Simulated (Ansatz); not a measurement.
# Phonon-limited resistivity of Rh-Ir-Rh stack of (111) layers, part 2 of 6

Wanted: the electron–phonon coupling λ, α²F(ω) and the phonon-limited resistivity of Rh-Ir-Rh stack of (111) layers, on meshes from cheap to dear.

Ansatz 0.2.0; DFT PBEsol, scalar-relativistic, plane waves, PAW; PAW set soft_1.

So far: The structure; Rough relaxation.

## 3. Relaxation

The structure is brought to rest under this functional.

Input file input.yaml:

```yaml
crystal:
  lattice:
    - [2.6583887099, 2.8263e-06, 0.0]
    - [-1.3291968025, 2.3022307428, 0.0]
    - [0.0, 0.0, 32.6681001532]
  atoms:
    - { symbol: Rh, position: [0.0, 0.0, 0.1704485707] }
    - { symbol: Ir, position: [0.3333333333, 0.6666666667, 0.2362250931] }
    - { symbol: Rh, position: [0.6666666667, 0.3333333333, 0.3020016155] }
  periodic: [true, true, false]
kpoints:
  mp_grid: { grid: [12, 12, 1] }
hamiltonian:
  xc: pbesol
  pseudopotentials: { kind: paw, azcp: { folder: soft_1 }, xc_functional: pbe }
scf:
  occupations: { method: gaussian, width: 0.1 }
output:
  forces: true
  stress: true
  eigenvalues: true
  write_density: true
  write_potential: true
  elf: true
  volumetric_format: npy
relax:
  adjacent_minimum: "off"
  f_tol: 0.005
  max_steps: 80
  cell: { stress_2d_tol: 0.02 }
```

Command:

```bash
> ansatz run input.yaml --threads 8 --pin off --max-ram 20480MiB --backend cpu --events-out ev --progress --plain --runs-dir out
```

Numbers of over 12 decimals in the logs are rounded to 6 here.

What it wrote:

```text
[the first part of the log is left out]
  E_paw        = -16211.324657  (= ΣΔE_a)
  E_vpaw       = -863.443736  (= ΣTr[D̂ρ^β])
  E_aug_tail   = 0.000372  (compensation charges beyond the density's cutoff)
  E_ewald      = 110421.846343
  E_core_change = 0.817749  (= ΣΔE_core)
  E_smearing   = -0.017461  (= −TS)
  E_closure    = 0.000000  (closes the sum)
  Σ components = -24476.186900   (vs F -24476.186900, Δ=0.00e0)
--- Forces (eV/Å), atoms counted from 1 ---
  atom   1  Rh     0.00000000     0.00000000    -0.00060304
  atom   2  Ir     0.00000000    -0.00000000     0.00000000
  atom   3  Rh    -0.00000000    -0.00000000     0.00060304
  max |Σ_I F_I| component: 1.73e-18 eV/Å
--- 2D stress c σ (N/m, compression-positive) ---
        0.014671      -0.000000       0.000000
       -0.000000       0.014671      -0.000000
        0.000000      -0.000000       0.000000
  P = ½ c Tr σ = 0.0147 N/m
--- Band table (eV; the first three rows and the last of 19) ---
[...]
--- Relaxed structure (3 steps of the walk, 3 accepted, 1 SCFs on fresh bases) ---
[...]
cell:  # Å, volume = 199.7857 Å³
    - [2.657388, 2.8251796657656287e-6, 0]
    - [-1.328696, 2.301364, 0]
    - [0, 0, 32.6681001532]
  atoms:
    - { symbol: Rh, position: [0, 0, 0.170380] }
    - { symbol: Ir, position: [0.333333, 0.666667, 0.236225] }
    - { symbol: Rh, position: [0.666667, 0.333333, 0.302070] }
```

Wall time 5.1 s (8 threads of Arm Neoverse V2, shared host); peak memory 0.7 GiB.

Little changed from the start: no atom moved by 0.005 Å and no cell edge by 0.1 %.

Electrostatic potential energy in the ca plane at fractional y = 0.333, with atoms of Rh within 0.2 Å of it. With pseudopotentials it is smooth inside the atoms' cores, unlike the true potential.

Ten even steps from '0' (-55 eV) to '9' (0 eV), each cell a mean:
```
99999999999999877898777886201689999999999999
99999999999999988999888883000379999999999999
99999999999999999999988872000279999999999999
99999999999999988999888883000389999999999999
99999999999998767888766887313799999999999999
99999999999998535787534788777899999999999999
99999999999997524787423789888999999999999999
99999999999998645787535788767899999999999999
```
Columns run along c (16.0 Å, from fractional 0.00 to 0.49 of the cell; values clipped at the 3rd and 97th percentile), rows up along a (2.7 Å). Atoms in or near the plane, at fractional coordinates: Rh at (0.30, 0.67).

Valence density in the ca plane at fractional y = 0.333, with atoms of Rh within 0.2 Å of it. It is the smooth field of the valence electrons, not physical close to the nuclei.

Ten steps, logarithmic in the rise over the least value, from '0' (0 e/Å³) to '9' (13 e/Å³), each cell a mean:
```
00000000000012333222343334676420000000000000
00000000000011222222232236898621000000000000
00000000000011222212222236999631000000000000
00000000000011222222233235898621000000000000
00000000000012343223344334566310000000000000
00000000000013455333555322343210000000000000
00000000000013565433565422232210000000000000
00000000000012454333454323343210000000000000
```
Columns run along c (16.0 Å, from fractional 0.00 to 0.49 of the cell), rows up along a (2.7 Å). Atoms in or near the plane, at fractional coordinates: Rh at (0.30, 0.67).

ELF in the ca plane at fractional y = 0.333, with atoms of Rh within 0.2 Å of it. It is the smooth field of the valence electrons, not physical close to the nuclei.

Ten even steps from '0' (0.00) to '9' (0.75), each cell a mean:
```
00000000001223333233343334676421100000000000
00000000001233333223343335898621100000000000
00000000001234333222344336999621000000000000
00000000001233332223333335898621100000000000
00000000001223333233444333565321100000000000
00000000001123454333455333333322100000000000
00000000001123554343465433333332110000000000
00000000001123454333454333343322100000000000
```
Columns run along c (16.0 Å, from fractional 0.00 to 0.49 of the cell), rows up along a (2.7 Å). Atoms in or near the plane, at fractional coordinates: Rh at (0.30, 0.67).

## 4. Tight relaxation

Phonons are second derivatives about the minimum, so the remaining forces must be small: the thresholds are tightened.

input.yaml, the sections that differ from step 3:

```yaml
crystal:
  lattice:
    - [2.6573879161, 2.8252e-06, 0.0]
    - [-1.3286964047, 2.3013640305, 0.0]
    - [0.0, 0.0, 32.6681001532]
  atoms:
    - { symbol: Rh, position: [0.0, 0.0, 0.1703804491] }
    - { symbol: Ir, position: [0.3333333333, 0.6666666667, 0.2362250931] }
    - { symbol: Rh, position: [0.6666666667, 0.3333333333, 0.3020697371] }
  periodic: [true, true, false]
scf:
  occupations: { method: methfessel_paxton, width: 0.2 }
relax:
  adjacent_minimum: "off"
  f_tol: 0.001
  max_steps: 60
  cell: { stress_2d_tol: 0.002 }
# kpoints, hamiltonian, output: as in step 3
```

What it wrote:

```text
[the first part of the log is left out]
  E_paw        = -16211.318337  (= ΣΔE_a)
  E_vpaw       = -863.434987  (= ΣTr[D̂ρ^β])
  E_aug_tail   = 0.000371  (compensation charges beyond the density's cutoff)
  E_ewald      = 110445.272590
  E_core_change = 0.817749  (= ΣΔE_core)
  E_smearing   = 0.009279  (= −TS)
  E_closure    = 0.000000  (closes the sum)
  Σ components = -24476.173758   (vs F -24476.173758, Δ=0.00e0)
--- Forces (eV/Å), atoms counted from 1 ---
  atom   1  Rh     0.00000000     0.00000000    -0.00012772
  atom   2  Ir     0.00000000     0.00000000     0.00000000
  atom   3  Rh    -0.00000000    -0.00000000     0.00012772
  max |Σ_I F_I| component: 5.78e-19 eV/Å
--- 2D stress c σ (N/m, compression-positive) ---
       -0.000637       0.000000      -0.000000
        0.000000      -0.000637      -0.000000
       -0.000000      -0.000000      -0.000000
  P = ½ c Tr σ = -0.0006 N/m
--- Band table (eV; the first three rows and the last of 19) ---
[...]
--- Relaxed structure (3 steps of the walk, 3 accepted, 1 SCFs on fresh bases) ---
[...]
cell:  # Å, volume = 199.7475 Å³
    - [2.657134, 2.824903678887086e-6, 0]
    - [-1.328569, 2.301144, 0]
    - [0, 0, 32.6681001532]
  atoms:
    - { symbol: Rh, position: [0, 0, 0.170383] }
    - { symbol: Ir, position: [0.333333, 0.666667, 0.236225] }
    - { symbol: Rh, position: [0.666667, 0.333333, 0.302067] }
```

It took 5.2 s on 8 threads; peak memory 0.7 GiB.

Little changed from the start: no atom moved by 0.005 Å and no cell edge by 0.1 %.

Electrostatic potential energy in the ca plane at fractional y = 0.000, with atoms of Rh within 0.2 Å of it. With pseudopotentials it is smooth inside the atoms' cores, unlike the true potential.

Ten even steps from '0' (-60 eV) to '9' (0 eV), each cell a mean:
```
99999999999984000278888999999999999999999999
99999999999996201588877899878999999999999999
99999999999998756888645788656899999999999999
99999999999999888987424787534799999999999999
99999999999999878887534788545899999999999999
99999999999997423688767898767899999999999999
99999999999985000388888999888999999999999999
99999999999983000179989999999999999999999999
```
Columns run along c (16.0 Å, from fractional 0.00 to 0.49 of the cell; values clipped at the 3rd and 97th percentile), rows up along a (2.7 Å). Atoms in or near the plane, at fractional coordinates: Rh at (0.17, 0.00).

ELF in the ca plane at fractional y = 0.000, with atoms of Rh within 0.2 Å of it. It is the smooth field of the valence electrons, not physical close to the nuclei.

Ten even steps from '0' (0.00) to '9' (0.75), each cell a mean:
```
00000000000125899633343322233332210000000000
00000000001124677433343332233322100000000000
00000000001223443333454333344322100000000000
00000000001233333333564343455321100000000000
00000000001223333333554333455321100000000000
00000000001123565333344332333322100000000000
00000000000125898533333322233332110000000000
00000000000126999633443222334433210000000000
```
Columns run along c (16.0 Å, from fractional 0.00 to 0.49 of the cell), rows up along a (2.7 Å). Atoms in or near the plane, at fractional coordinates: Rh at (0.17, 0.00).

Valence density in the ca plane at fractional y = 0.000, with atoms of Rh within 0.2 Å of it. It is the smooth field of the valence electrons, not physical close to the nuclei.

Ten steps, logarithmic in the rise over the least value, from '0' (0 e/Å³) to '9' (13 e/Å³), each cell a mean:
```
00000000000025899632232222222110000000000000
00000000000014677533333222333210000000000000
00000000000012444323454323454310000000000000
00000000000011232223565433565310000000000000
00000000000012333223455333454310000000000000
00000000000013566433344322343210000000000000
00000000000025898632333222232210000000000000
00000000000026899742222212222110000000000000
```
Columns run along c (16.0 Å, from fractional 0.00 to 0.49 of the cell), rows up along a (2.7 Å). Atoms in or near the plane, at fractional coordinates: Rh at (0.17, 0.00).

## 5. Phonons by linear response: q 2×2×1, k 8×8×1

Couplings are defined for a stable lattice alone, so phonons come first.

Input file input.yaml:

```yaml
crystal:
  lattice:
    - [2.6571336152, 2.8249e-06, 0.0]
    - [-1.328569254, 2.3011437996, 0.0]
    - [0.0, 0.0, 32.6681001532]
  atoms:
    - { symbol: Rh, position: [0.0, 0.0, 0.1703828301] }
    - { symbol: Ir, position: [0.3333333333, 0.6666666667, 0.2362250931] }
    - { symbol: Rh, position: [0.6666666667, 0.3333333333, 0.3020673561] }
  periodic: [true, true, false]
kpoints:
  mp_grid: { grid: [8, 8, 1] }
hamiltonian:
  xc: pbesol
  pseudopotentials: { kind: paw, azcp: { folder: soft_1 }, xc_functional: pbe }
scf:
  occupations: { method: methfessel_paxton, width: 0.2 }
output:
  eigenvalues: true
phonons:
  method: dfpt
  qmesh: [2, 2, 1]
  temperatures: { t_max: 1000, t_step: 50 }
  qpath:
    path:
      - [0.0, 0.0, 0.0]
      - [0.5, 0.0, 0.0]
      - [0.33333333, 0.33333333, 0.0]
      - [0.0, 0.0, 0.0]
    npoints: 10
```

What it wrote:

```text
Warning: crystal.symmetry: narrowed to the stabiliser of the run's FFT grids — unitary ops 12 → 6. A phonons.method: dfpt run fills in the rows of the dynamical matrix that it does not solve by its symmetry operations, which is exact only for operations that map its FFT grids onto themselves: filled in by any other, the frequencies could depend on the order in which like atoms are typed, or, by more than the grids' own error, on where the crystal sits among the grids' points. Excluded: 6 operations. The run can therefore solve more perturbations, solve them on more k-points, or both, and cost more. [rest of the remark cut]
[...]
Crystal: 3 atoms, lattice volume = 199.747 Å³
Basis set: ecut = 420 eV, 3967 PW (Γ), exchange–correlation on 36×36×450 points (8 copies of the dense FFT grid, shifted against one another)
Bands: 31, of which v1, the nominal top of the filled ones, is band 26 counted from 1 (25 counted from 0)
Symmetry: 12 space group operations
k-points: 10 of 64 (irreducible under 6 space group operations, time reversal used)
[...]
SCF iter   1: F=—  HF=-24477.910052 eV  |F-HF|=—  |Δ(HF+E_count)|=         —  Δρ=5.71e-2  dr2=1.54e1  ethr=3.10e-3  ⟨swp⟩=14.9  Hψ=5518  notcnv=0  defer=8
automatic band count: the SCF goes on with 36 bands, as 31 were too few: they end inside the smearing window of the response
[...]
SCF iter   2: F=—  HF=-24477.888901 eV  |F-HF|=—  |Δ(HF+E_count)|=   2.12e-2  S|Δr|=    0.00e0  Δρ=5.60e-2  dr2=8.73e0  ethr=3.10e-3  ⟨swp⟩=3.9  Hψ=1129  notcnv=0  defer=25
[...]
SCF iter  15: F=-24476.129718 eV  HF=-24476.129718 eV  |F-HF|=4.51e-10  |Δ(HF+E_count)|=   1.11e-9  S|Δr|=    0.00e0  Δρ=4.53e-8  dr2=3.23e-12  ethr=1.00e-12  ⟨swp⟩=27.4  Hψ=3449  notcnv=0
SCF 1 converged in 15 iterations: F = -24476.129718 eV  dr2 = 3.23e-12
[...]
phonons: the bands overlap, so this run is a metal and interpolates without the dipole-dipole term. If the crystal is really an insulator or semiconductor, its LO-TO splitting is missing
NSCF: frozen V_eff on 10 k-points
[...]
DFPT response loops at q = (0, 0, 0) (fractional): preconditioner auto → none (partly filled bands, converged f_vac=0.746); β = 0.50; Broyden in place of MSR1
[...]
SCF converged after 15 iterations
Stability not checked: this state was not tested for a lower state beside it, because cold or Methfessel-Paxton smearing, or corrected tetrahedra, fill the levels in a way that the test cannot read (fill_not_monotonic; see scf.lower_state_search)
Free energy (F): -24476.129718 eV
[...]
Internal energy: -24476.103092 eV  (E = F + TS)
E sigma→0 (E₀):  -24476.123062 eV
Entropy (-TS):   -0.026626 eV (-8.875 meV/atom)
Fermi energy:    -5.214804 eV
[...]
--- Band table (eV; the first three rows and the last of 10) ---
  k-point 0: bands = [... 22 lower, -7.9136, -6.2204, -6.2204, -5.8789, -5.7622, -5.7622, -4.6463, -4.6463, ... 6 higher]
  k-point 1: bands = [... 22 lower, -7.4892, -7.0154, -6.5627, -6.4463, -5.7953, -5.7178, -4.6005, -4.3734, ... 6 higher]
  k-point 2: bands = [... 22 lower, -7.1419, -6.8754, -6.3651, -6.2047, -5.6190, -5.2981, -4.5419, -2.8250, ... 6 higher]
  k-point 9: bands = [... 22 lower, -6.8493, -6.0966, -5.2581, -5.1987, -4.5097, 0.5656, 0.8295, 2.0700, ... 6 higher]
  ° read free of the cell's end (the report's vacuum.weakly_bound_levels)
  °? not known for the slab's own: over its row's bound_up_to_ev there, or no deeper under its free states than its continued_xc_part_ev in size
--- Phonons (Γ-DFPT): 6 representative perturbations + reference (Σ response iterations 37) ---
  ASR residual: 1.201e-4 → 0.000e0 eV/Å²; symmetrization residual: 4.702e-5 eV/Å²
  The last average, over the group as it would stand without the narrowing to the FFT grids, took up to 2.085e-5 eV/Å² of the zone centre's force constants
  ASR residual per site (eV/Å²): 7.92e-5 1.20e-4 7.65e-5
  Γ frequencies (cm⁻¹): 0.00 0.00 0.00 79.91 79.91 122.70 122.70 169.72 212.33
--- Phonons (arbitrary-q DFPT): 2 irreducible q on the 2×2×1 mesh ---
  q = [0.0000, 0.0000, 0.0000] (star 1, of the zone-centre solve; hermiticity 5.71e-6, symmetrization 1.38e-6, taken by the last average 1.27e-6): -0.00 -0.00 0.00 79.91 79.91 122.70 122.70 169.72 212.33
  q = [0.0000, -0.5000, 0.0000] (star 3, 9 solved perturbations in 267 linear systems a pass and spin channel, the states on 34 of 64 k-point pairs; hermiticity 4.40e-6, symmetrization 4.59e-7, taken by the last average 6.90e-7): 81.95 116.16 147.80 150.58 158.71 183.08 198.02 203.25 229.52
  sum rule: each row above includes the acoustic sum rule's correction from the zone centre's row sums; it moved no ω² by more than (0.46 cm⁻¹)²
  mesh force constants: q→R imaginary residual 1.21e-17; ASR residual 1.201e-4 → 0.000e0 eV/Å²; symmetrization residual 1.421e-14 eV/Å²
  interpolated dispersion: 31 rows × 9 modes
  density of states and harmonic sums: on the 28×28×1 q-mesh, interpolated from the force constants of a 2×2×1 supercell (no non-analytic term)
  largest difference from the sums on the solved wave vectors: F 1.45e-1 eV, S 2.10e-4 and C_V 6.43e-5 eV/K
  zero-point energy: 0.083816 eV/cell   skipped modes (ω ≤ 0): 3   left out of the sums: 4.25e-4 of the cell's modes: C_V's classical limit lies that fraction below 3 k_B per atom; for a crystal, a wire or a layer, F and S can be off by more, and a phonons.interpolated_qmesh denser along its periods is the remedy for the sampling
```

The job ended after 56 s (8 threads; peak memory 1.2 GiB).

This step gave:

| Quantity | Value |
| --- | --- |
| zero point energy | 0.08382 eV/cell |
| share of imaginary modes in the plain interpolation between solved wavevectors | 0 |
| highest frequency, solved or plainly interpolated | 229.5 cm⁻¹ |

Solved on the 2×2×1 mesh alone; all other wavevectors are interpolated. The phonon branches at the labelled points (cm⁻¹):

```
  point  branch 1  branch 2  branch 3  branch 4  branch 5  branch 6  branch 7  branch 8  branch 9
      Γ         0         0         0        80        80       123       123       170       212
halfway        69        88       120       133       134       156       164       190       193
      M        82       116       148       151       159       183       198       203       230
halfway        78       134       158       162       166       186       195       200       222
      K        74       155       155       181       181       186       191       205       205
halfway        70       108       130       141       142       168       170       189       194
      Γ         0         0         0        80        80       123       123       170       212
```

The phonon branches as a text plot (rows in cm⁻¹):

```
    225 |               ************
    215 |***          **            ****     **              ****
    206 |   ****          *********     *****  *****     ****
    196 |       ******  *****************    *****  *****
    186 |         ***************************************
    177 |     ****  ****             ********     **     ****
    167 |*****    ****             ***       **     **       ****
    158 |         **  ****************************    ***
    148 |       **  **  ********     ****  **     **  *****
    139 |     ************         **        **   ****     **
    129 | ************            *            ***  ************
    120 |***  **  **      ********                **  ***    ****
    110 |       **    ****                          **   ****
    100 |   ****    **                                   **
     91 |   ****  **                                  ***  *****
     81 |***          ***************          ***           ****
     72 |       ******               **********   ****   ****
     62 |   ******                                    ***
     53 |                                                **
     43 |   ****                                           **
     33 | ****                                             *****
     24 | **                                                 ***
     14 | **                                                 ***
      5 |*                                                      *
         Γ                   M           K                      Γ
```

Among the solved wavevectors the lowest mode, translations apart, is 79.9 cm⁻¹, so these are real on this k mesh.

[end of part 2 of 6]

[Logs are printed without paths, hosts, clocks, repeated set-up lines and the standing remarks that a program may print on its own settings, such as how far it seeks lower states.]

[Hosts, paths, dates, database ids (printed as entryN), source tags and the programs' standing remarks are cut or masked in the printed files.]
